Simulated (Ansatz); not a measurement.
# Ag wire along [110], 8 atoms a period: bands by functional and under strain

Aim: is the Ag wire along [110], 8 atoms a period a metal or a semiconductor?

Method: DFT PBE, plane waves, PAW; relaxation of a wire's period, in the first sound run; inputs show where later runs differ, in Ansatz 0.2.0.

## 1. Set-up

The cell holds 8 atoms: 8 Ag. Its edges and angles: a = 10.950 Å, b = 12.669 Å, c = 2.934 Å, α = 90.0°, β = 90.0°, γ = 90.0°. Vacuum lies along a and b. The structure's axis is c.

## 2. Relaxing the period

Band widths follow the bond lengths, so the wire is relaxed first. The atoms and the third cell vector are free; the box across stays fixed as vacuum. A Fermi-Dirac smearing is set since the result may be a metal. The pressure printed is a third of the stress's trace over the whole box, vacuum included; only the stress along the axis is relaxed.

input.yaml

```yaml
crystal:
  lattice:
    - [10.95, 0.0, 0.0]
    - [0.0, 12.669, 0.0]
    - [0.0, 0.0, 2.9344931419]
  atoms:
    - { symbol: Ag, position: [0.310502283, 0.731627302, 0.0] }
    - { symbol: Ag, position: [0.310502283, 0.499999459, 0.0] }
    - { symbol: Ag, position: [0.689497717, 0.731627302, 0.0] }
    - { symbol: Ag, position: [0.689497717, 0.499999459, 0.0] }
    - { symbol: Ag, position: [0.5, 0.384185537, 0.5] }
    - { symbol: Ag, position: [0.5, 0.61581338, 0.5] }
    - { symbol: Ag, position: [0.310502283, 0.268371616, 0.0] }
    - { symbol: Ag, position: [0.689497717, 0.268371616, 0.0] }
kpoints:
  mp_grid: { grid: [1, 1, 28] }
scf:
  occupations: { method: fermi_dirac, width: 0.05 }
hamiltonian:
  xc: pbe
relax:
  cell: { fix: [a, b, alpha, beta, gamma] }
  max_steps: 60
```

Command:

```console
> ansatz run input.yaml --threads 8 --pin off --max-ram 16384MiB --backend cpu --events-out ev --progress --plain --runs-dir out
```

Numbers of over 12 decimals in the logs are rounded to 6 here.

What it wrote:

```text
Engine: ansatz 0.2.0, aarch64-unknown-linux-gnu
Pseudopotentials: kind: paw
Pseudopotential: Ag, paw, valence charge 19, recommended cutoff 420 eV (normal), Ag.paw.azcp
Functional definition: PBE
  parameter kappa = 0.804
  parameter beta = 0.066725
  exchange = pbe_x(kappa = kappa, mu = beta*pi^2/3)
  correlation = pbe_c(beta = beta)
Crystal: 8 atoms, lattice volume = 407.089 Å³
Basis set: ecut = 420 eV, 7943 PW (Γ), exchange–correlation on 150×180×40 points (8 copies of the dense FFT grid, shifted against one another)
Bands: 92, of which v1, the nominal top of the filled ones, is band 76 counted from 1 (75 counted from 0)
Symmetry: 8 space group operations
Space group: Pmmm (ITA 47), of the structure as read, at distance tolerance 7.4e-5 Å
k-points: 15 of 28
Non-local potential: Ag, projectors of the file, l = 0: 3, l = 1: 2, l = 2: 2, l = 3: 1
PAW form: soft (Blöchl's): semilocal exchange-correlation on the pseudo side does not see the compensation charge
PAW one-centre angular grid: Ag, 590 points (default); XC on 64 Gauss nodes
Initial density: superposition of atomic densities (neutral atoms: chi_scale 0, normalization atom), corrected by the library's trained network
Initial wavefunctions: pseudopotential atomic-orbital guess
Functional: x = pbe(κ = 0.804, μ = 0.219515), c = pbe(β = 0.066725)
SCF iter   1: F=—  HF=-60719.824450 eV  |F-HF|=—  |Δ(HF+E_count)|=         —  Δρ=1.68e-3  dr2=4.31e-2  ethr=1.77e-3  ⟨swp⟩=6.3  Hψ=5301  notcnv=0  defer=14
preconditioner: auto → LDOS  [insulator: Δε(μ)=0.140 eV  Ē_g=7.669 eV  σ=0.050 eV  W_gap=0.54  n_scr=78 (ndim 8)  ℏωp=17.3 eV  f_vac=0.536  D(μ)=2.89/eV (n_scr^D=10)  ε∞_Penn≈6.1  β→1.0]
SCF iter   2: F=—  HF=-60719.826393 eV  |F-HF|=—  |Δ(HF+E_count)|=   1.94e-3  Δρ=1.40e-3  dr2=2.21e-2  ethr=2.84e-5  ⟨swp⟩=2.1  Hψ=2366  notcnv=0  defer=124
SCF iter   3: F=—  HF=-60719.823020 eV  |F-HF|=—  |Δ(HF+E_count)|=   3.37e-3  Δρ=3.47e-4  dr2=1.39e-3  ethr=1.45e-5  ⟨swp⟩=2.1  Hψ=2018  notcnv=0  defer=124
SCF iter   4: F=—  HF=-60719.822812 eV  |F-HF|=—  |Δ(HF+E_count)|=   2.08e-4  Δρ=1.51e-4  dr2=1.70e-4  ethr=9.15e-7  ⟨swp⟩=2.0  Hψ=1919  notcnv=0  defer=124
SCF iter   5: F=—  HF=-60719.822787 eV  |F-HF|=—  |Δ(HF+E_count)|=   2.48e-5  Δρ=6.34e-5  dr2=2.86e-5  ethr=1.12e-7  ⟨swp⟩=2.0  Hψ=2210  notcnv=0  defer=124
SCF iter   6: F=—  HF=-60719.822491 eV  |F-HF|=—  |Δ(HF+E_count)|=   2.96e-4  Δρ=1.52e-5  dr2=2.65e-6  ethr=1.88e-8  ⟨swp⟩=2.0  Hψ=1924  notcnv=0  defer=124
SCF iter   7: F=—  HF=-60719.822491 eV  |F-HF|=—  |Δ(HF+E_count)|=   3.23e-7  Δρ=1.04e-5  dr2=7.68e-7  ethr=1.74e-9  ⟨swp⟩=2.0  Hψ=1927  notcnv=0  defer=124
SCF iter   8: F=-60719.822491 eV  HF=-60719.822491 eV  |F-HF|=1.90e-8  |Δ(HF+E_count)|=   8.37e-8  Δρ=2.32e-6  dr2=3.30e-8  ethr=6.58e-11  ⟨swp⟩=3.0  Hψ=5066  notcnv=0
SCF 1 converged in 8 iterations: F = -60719.822491 eV  dr2 = 3.30e-8
  greatest PAW one-centre occupation: 1.000 electrons in one spin orbital (limit 2), on the Ag atom at site 5 (counted from 0), in its partial waves of l = 0
relax step   1: F+E_penalty+E_count = -60719.82249113 eV  Δ(F+E_penalty+E_count) = +0.000e0 eV  max|allowed force component| = 4.383e-1 eV/Å  Δτ_max = 0.0000 Å  P = -1.785 GPa  Ω = 407.089 Å³  fix = [a, b, alpha, beta, gamma]  reactions: a -1.135, b -1.801 GPa  (8 SCF iters, dr2 threshold 1.00e-7 eV, accepted)
Crystal: 8 atoms, lattice volume = 392.725 Å³
Basis set: ecut = 420 eV, 7703 PW (Γ), exchange–correlation on 150×180×40 points (8 copies of the dense FFT grid, shifted against one another)
Initial density: handed on by an earlier stage of this run
Initial wavefunctions: those handed on with the density
iter 1 solved again at ethr=6.60e-5 eV; its pass at ethr=3.10e-3 eV (dr2=1.00e-1 eV) is discarded
SCF iter   1: F=—  HF=-60720.101789 eV  |F-HF|=—  |Δ(HF+E_count)|=         —  Δρ=4.74e-3  dr2=1.00e-1  ethr=6.60e-5  ⟨swp⟩=2.9  Hψ=6727  notcnv=0
preconditioner: auto → LDOS  [insulator: Δε(μ)=0.128 eV  Ē_g=8.016 eV  σ=0.050 eV  W_gap=0.56  n_scr=70 (ndim 8)  ℏωp=17.6 eV  f_vac=0.551  D(μ)=1.88/eV (n_scr^D=8)  ε∞_Penn≈5.8  β→1.0]
SCF iter   2: F=—  HF=-60720.125739 eV  |F-HF|=—  |Δ(HF+E_count)|=   2.39e-2  Δρ=6.98e-3  dr2=1.69e-1  ethr=6.60e-5  ⟨swp⟩=2.4  Hψ=2712  notcnv=0
SCF iter   3: F=—  HF=-60720.076731 eV  |F-HF|=—  |Δ(HF+E_count)|=   4.90e-2  Δρ=1.21e-3  dr2=4.57e-3  ethr=6.60e-5  ⟨swp⟩=2.0  Hψ=2357  notcnv=0  defer=113
SCF iter   4: F=—  HF=-60720.075791 eV  |F-HF|=—  |Δ(HF+E_count)|=   9.40e-4  Δρ=2.73e-4  dr2=3.77e-4  ethr=3.01e-6  ⟨swp⟩=2.9  Hψ=2491  notcnv=0  defer=115
SCF iter   5: F=—  HF=-60720.075493 eV  |F-HF|=—  |Δ(HF+E_count)|=   2.98e-4  Δρ=6.71e-5  dr2=1.58e-5  ethr=2.48e-7  ⟨swp⟩=2.0  Hψ=1935  notcnv=0  defer=115
SCF iter   6: F=—  HF=-60720.075498 eV  |F-HF|=—  |Δ(HF+E_count)|=   5.11e-6  Δρ=2.49e-5  dr2=3.37e-6  ethr=1.04e-8  ⟨swp⟩=2.1  Hψ=1990  notcnv=0  defer=115
SCF iter   7: F=-60720.075498 eV  HF=-60720.075498 eV  |F-HF|=1.00e-7  |Δ(HF+E_count)|=   4.05e-7  Δρ=8.34e-6  dr2=3.14e-7  ethr=5.26e-10  ⟨swp⟩=5.0  Hψ=4891  notcnv=0
SCF 2 converged in 7 iterations: F = -60720.075498 eV  dr2 = 3.14e-7
relax step   2: F+E_penalty+E_count = -60720.07549785 eV  Δ(F+E_penalty+E_count) = -2.530e-1 eV  max|allowed force component| = 2.362e-1 eV/Å  Δτ_max = 0.1532 Å  P = +0.410 GPa  Ω = 392.725 Å³  energy of the carried Pulay correction = +2.234e-3 eV  fix = [a, b, alpha, beta, gamma]  reactions: a +0.653, b +0.336 GPa  (7 SCF iters, dr2 threshold 8.00e-7 eV, accepted)
Crystal: 8 atoms, lattice volume = 391.685 Å³
Basis set: ecut = 420 eV, 7687 PW (Γ), exchange–correlation on 150×180×40 points (8 copies of the dense FFT grid, shifted against one another)
iter 1 solved again at ethr=7.17e-6 eV; its pass at ethr=3.10e-3 eV (dr2=1.09e-2 eV) is discarded
SCF iter   1: F=—  HF=-60720.109859 eV  |F-HF|=—  |Δ(HF+E_count)|=         —  Δρ=1.81e-3  dr2=1.12e-2  ethr=7.17e-6  ⟨swp⟩=3.0  Hψ=5896  notcnv=0
preconditioner: auto → LDOS  [metal: Δε(μ)=0.015 eV  Ē_g=8.036 eV  σ=0.050 eV  W_gap=0.08  n_scr=70 (ndim 8)  ℏωp=17.6 eV  f_vac=0.546  D(μ)=2.26/eV (n_scr^D=10)  β→1.0]
SCF iter   2: F=—  HF=-60720.110390 eV  |F-HF|=—  |Δ(HF+E_count)|=   5.31e-4  Δρ=1.50e-3  dr2=1.36e-2  ethr=7.17e-6  ⟨swp⟩=2.1  Hψ=2642  notcnv=0
SCF iter   3: F=—  HF=-60720.106994 eV  |F-HF|=—  |Δ(HF+E_count)|=   3.40e-3  Δρ=2.57e-4  dr2=2.19e-4  ethr=7.17e-6  ⟨swp⟩=2.0  Hψ=2275  notcnv=0
SCF iter   4: F=—  HF=-60720.106801 eV  |F-HF|=—  |Δ(HF+E_count)|=   1.93e-4  Δρ=1.68e-4  dr2=1.07e-4  ethr=1.44e-7  ⟨swp⟩=2.0  Hψ=2613  notcnv=0
SCF iter   5: F=—  HF=-60720.106774 eV  |F-HF|=—  |Δ(HF+E_count)|=   2.64e-5  Δρ=2.16e-5  dr2=3.16e-6  ethr=7.06e-8  ⟨swp⟩=2.2  Hψ=2171  notcnv=0
SCF iter   6: F=-60720.106775 eV  HF=-60720.106775 eV  |F-HF|=7.18e-8  |Δ(HF+E_count)|=   3.71e-7  Δρ=7.83e-6  dr2=2.28e-7  ethr=5.26e-10  ⟨swp⟩=5.0  Hψ=4949  notcnv=0
SCF 3 converged in 6 iterations: F = -60720.106775 eV  dr2 = 2.28e-7
relax step   3: F+E_penalty+E_count = -60720.10677466 eV  Δ(F+E_penalty+E_count) = -3.128e-2 eV  max|allowed force component| = 3.566e-2 eV/Å  Δτ_max = 0.0587 Å  P = -0.096 GPa  Ω = 391.685 Å³  energy of the carried Pulay correction = +2.400e-3 eV  fix = [a, b, alpha, beta, gamma]  reactions: a +0.001, b -0.261 GPa  (6 SCF iters, dr2 threshold 8.00e-7 eV, accepted)
[...]
relax step   4: F+E_penalty+E_count = -60720.11091731 eV  Δ(F+E_penalty+E_count) = -4.143e-3 eV  max|allowed force component| = 2.834e-2 eV/Å  Δτ_max = 0.0309 Å  P = -0.079 GPa  Ω = 391.205 Å³  energy of the carried Pulay correction = +2.476e-3 eV  fix = [a, b, alpha, beta, gamma]  reactions: a -0.053, b -0.189 GPa  (6 SCF iters, dr2 threshold 7.95e-8 eV, accepted)
[...]
relax step   5: F+E_penalty+E_count = -60720.11348479 eV  Δ(F+E_penalty+E_count) = -2.567e-3 eV  max|allowed force component| = 1.197e-2 eV/Å  Δτ_max = 0.0427 Å  P = -0.066 GPa  Ω = 391.118 Å³  energy of the carried Pulay correction = +2.490e-3 eV  fix = [a, b, alpha, beta, gamma]  reactions: a -0.089, b -0.102 GPa  (7 SCF iters, dr2 threshold 5.02e-8 eV, accepted)
[...]
relax step   6: F+E_penalty+E_count = -60720.11370454 eV  Δ(F+E_penalty+E_count) = -2.198e-4 eV  max|allowed force component| = 1.869e-3 eV/Å  Δτ_max = 0.0138 Å  P = -0.058 GPa  Ω = 391.215 Å³  energy of the carried Pulay correction = +2.475e-3 eV  fix = [a, b, alpha, beta, gamma]  reactions: a -0.062, b -0.105 GPa  (7 SCF iters, dr2 threshold 8.96e-9 eV, accepted)
Initial wavefunctions: pseudopotential atomic-orbital guess (no wavefunctions were taken with the density)
iter 1 solved again at ethr=1.41e-7 eV; its pass at ethr=3.10e-3 eV (dr2=2.14e-4 eV) is discarded
SCF iter   1: F=—  HF=-60720.111154 eV  |F-HF|=—  |Δ(HF+E_count)|=         —  Δρ=8.65e-5  dr2=4.72e-6  ethr=1.41e-7  ⟨swp⟩=4.1  Hψ=9254  notcnv=0
preconditioner: auto → LDOS  [metal: Δε(μ)=0.074 eV  Ē_g=8.035 eV  σ=0.050 eV  W_gap=0.35  n_scr=70 (ndim 8)  ℏωp=17.6 eV  f_vac=0.546  D(μ)=2.07/eV (n_scr^D=8)  β→1.0]
SCF iter   2: F=—  HF=-60720.110939 eV  |F-HF|=—  |Δ(HF+E_count)|=   2.15e-4  Δρ=4.15e-5  dr2=4.73e-6  ethr=3.11e-9  ⟨swp⟩=2.1  Hψ=2529  notcnv=0
SCF iter   3: F=—  HF=-60720.110938 eV  |F-HF|=—  |Δ(HF+E_count)|=   1.19e-6  Δρ=1.98e-5  dr2=1.25e-6  ethr=3.11e-9  ⟨swp⟩=2.0  Hψ=2490  notcnv=0
SCF iter   4: F=—  HF=-60720.110938 eV  |F-HF|=—  |Δ(HF+E_count)|=   3.11e-7  Δρ=5.33e-6  dr2=8.93e-8  ethr=8.23e-10  ⟨swp⟩=2.0  Hψ=1973  notcnv=0
SCF iter   5: F=—  HF=-60720.110938 eV  |F-HF|=—  |Δ(HF+E_count)|=   2.10e-8  Δρ=1.09e-6  dr2=3.87e-9  ethr=5.88e-11  ⟨swp⟩=2.0  Hψ=2030  notcnv=0
SCF iter   6: F=—  HF=-60720.110938 eV  |F-HF|=—  |Δ(HF+E_count)|=  3.71e-10  Δρ=1.86e-7  dr2=1.30e-10  ethr=2.55e-12  ⟨swp⟩=2.0  Hψ=2468  notcnv=0
SCF iter   7: F=-60720.110938 eV  HF=-60720.110938 eV  |F-HF|=1.46e-11  |Δ(HF+E_count)|=  2.18e-11  Δρ=5.12e-8  dr2=8.06e-12  ethr=1.00e-12  ⟨swp⟩=4.3  Hψ=4388  notcnv=0
SCF 7 converged in 7 iterations: F = -60720.110938 eV  dr2 = 8.06e-12
relax step   7: F+E_penalty+E_count = -60720.11093757 eV  Δ(F+E_penalty+E_count) = +2.767e-3 eV  max|allowed force component| = 1.853e-3 eV/Å  Δτ_max = 0.0000 Å  P = -0.055 GPa  Ω = 391.215 Å³  fix = [a, b, alpha, beta, gamma]  reactions: a -0.060, b -0.102 GPa  stress off target by 2.97e-3 GPa on what of the cell is left free  SCF on the basis re-selected at this cell (its energy is not comparable with the rows above)  (7 SCF iters)
basis re-selected at this cell: Δ(F+E_penalty+E_count) = +2.767e-3 eV, ΔP = +0.003 GPa vs the last step (what re-selecting the basis moved, of the pressure what is left beyond the Pulay correction that the steps carried, after the strain that the cell walked since its last selection, with what the two solves' SCF thresholds leave and, on support functions, any second-order correction that the steps lacked; it is no m [...]
SCF converged after 7 iterations
Free energy (F): -60720.110938 eV
Harris-Foulkes:  -60720.110938 eV  (|F-HF|=1.46e-11)
Internal energy: -60720.093510 eV  (E = F + TS)
E sigma→0 (E₀):  -60720.102224 eV
Entropy (-TS):   -0.017428 eV (-2.178 meV/atom)
Fermi energy:    3.449436 eV
--- Per-component energies (eV) ---
  E_band       = -3942.541385
  E_kinetic    = 4219.635210
  E_local      = -69309.195597  (includes V_loc(G=0)·N_el)
  E_nonlocal   = 645.333480
  E_hartree    = 32837.558023
  E_xc         = -1471.596999
  E_vxc        = -1868.467485  (∫ρ·V_xc dr)
  E_paw        = -31223.279567  (= ΣΔE_a)
  E_vpaw       = -3304.965212  (= ΣTr[D̂ρ^β])
  E_aug_tail   = 0.002485  (compensation charges beyond the density's cutoff)
  E_ewald      = 3581.449455
  E_smearing   = -0.017428  (= −TS)
  E_closure    = 0.000000  (closes the sum)
  Σ components = -60720.110938   (vs F -60720.110938, Δ=0.00e0)
--- Forces (eV/Å), atoms counted from 1 ---
  atom   1  Ag    -0.00037893    -0.00044861     0.00000000
  atom   2  Ag     0.00160595     0.00000000    -0.00000000
  atom   3  Ag     0.00037893    -0.00044861    -0.00000000
  atom   4  Ag    -0.00160595    -0.00000000     0.00000000
  atom   5  Ag    -0.00000000    -0.00185289    -0.00000000
  atom   6  Ag     0.00000000     0.00185289     0.00000000
  atom   7  Ag    -0.00037893     0.00044861     0.00000000
  atom   8  Ag     0.00037893     0.00044861    -0.00000000
  max |Σ_I F_I| component: 2.17e-19 eV/Å
--- Stress (GPa, compression-positive) ---
       -0.060068      -0.000000       0.000000
       -0.000000      -0.102149      -0.000000
        0.000000      -0.000000      -0.002966
  P = ⅓ Tr σ = -0.0551 GPa (-0.551 kbar)
--- Relaxed structure (6 steps of the walk, 6 accepted, 1 SCFs on fresh bases) ---
  F+E_penalty+E_count = -60720.11093757 eV   max|allowed force component| = 1.853e-3 eV/Å   (the final SCF, on the basis selected at the relaxed cell)
  cell:  # Å, volume = 391.2151 Å³
    - [10.95, 0, 0]
    - [0, 12.669, 0]
    - [0, 0, 2.820065]
  atoms:
    - { symbol: Ag, position: [0.303088, 0.717678, 0] }
    - { symbol: Ag, position: [0.315114, 0.500000, 0] }
    - { symbol: Ag, position: [0.696912, 0.717678, 0] }
    - { symbol: Ag, position: [0.684886, 0.500000, 0] }
    - { symbol: Ag, position: [0.5, 0.376526, 0.5] }
    - { symbol: Ag, position: [0.5, 0.623474, 0.5] }
    - { symbol: Ag, position: [0.303088, 0.282322, 0] }
    - { symbol: Ag, position: [0.696912, 0.282322, 0] }
```

The job ended after 25 s (8 threads of Arm Neoverse V2, shared host; peak memory 1.7 GiB; 3.3 min of CPU time).

The steps of the relaxation:

```
step  energy less that of the first step (eV)  largest force component (eV/Å)  pressure (GPa)  volume (Å³)
   1                                   0.0000                          0.4383           -1.79       407.09
   2                                  -0.2530                          0.2362            0.41       392.73
   3                                  -0.2843                          0.0357           -0.10       391.68
   4                                  -0.2884                          0.0283           -0.08       391.20
   5                                  -0.2910                          0.0120           -0.07       391.12
   6                                  -0.2912                          0.0019           -0.06       391.22
  7*                                  -0.2884                          0.0019           -0.06       391.22
```

Relaxation steps marked * repeat the geometry before them on a plane-wave basis chosen anew for their cell, so energy and pressure can jump there.

Forces are held to the 8 operations that the run works with; a distortion that breaks them can't arise in this run.

```
cell as run  before  after  change
      c (Å)   2.934  2.820  -3.9 %
```

The atoms that moved most (Å, along periodic axes as changes of fractional coordinates times the final cell, across vacuum about the mean position):

```
atom      dx      dy     dz  length
 Ag3   0.081  -0.177  0.000   0.194
 Ag1  -0.081  -0.177  0.000   0.194
 Ag8   0.081   0.177  0.000   0.194
 Ag7  -0.081   0.177  0.000   0.194
 Ag6   0.000   0.097  0.000   0.097
 Ag5   0.000  -0.097  0.000   0.097
 Ag4  -0.051   0.000  0.000   0.051
 Ag2   0.051   0.000  0.000   0.051
```

Numbers from this step:

```yaml
energy_at_zero_smearing: -60720.1022 eV
cell_length_along_the_wire: 2.820 Å
```

The cell's length comes to 2.820 Å with spin left out.

(Part 1 of 4 ends here.)

[Logs are printed without paths, hosts, clocks, repeated set-up lines and the standing remarks that a program may print on its own settings, such as how far it seeks lower states.]

[Hosts, paths, dates, database ids (printed as entryN), source tags and the programs' standing remarks are cut or masked in the printed files.]
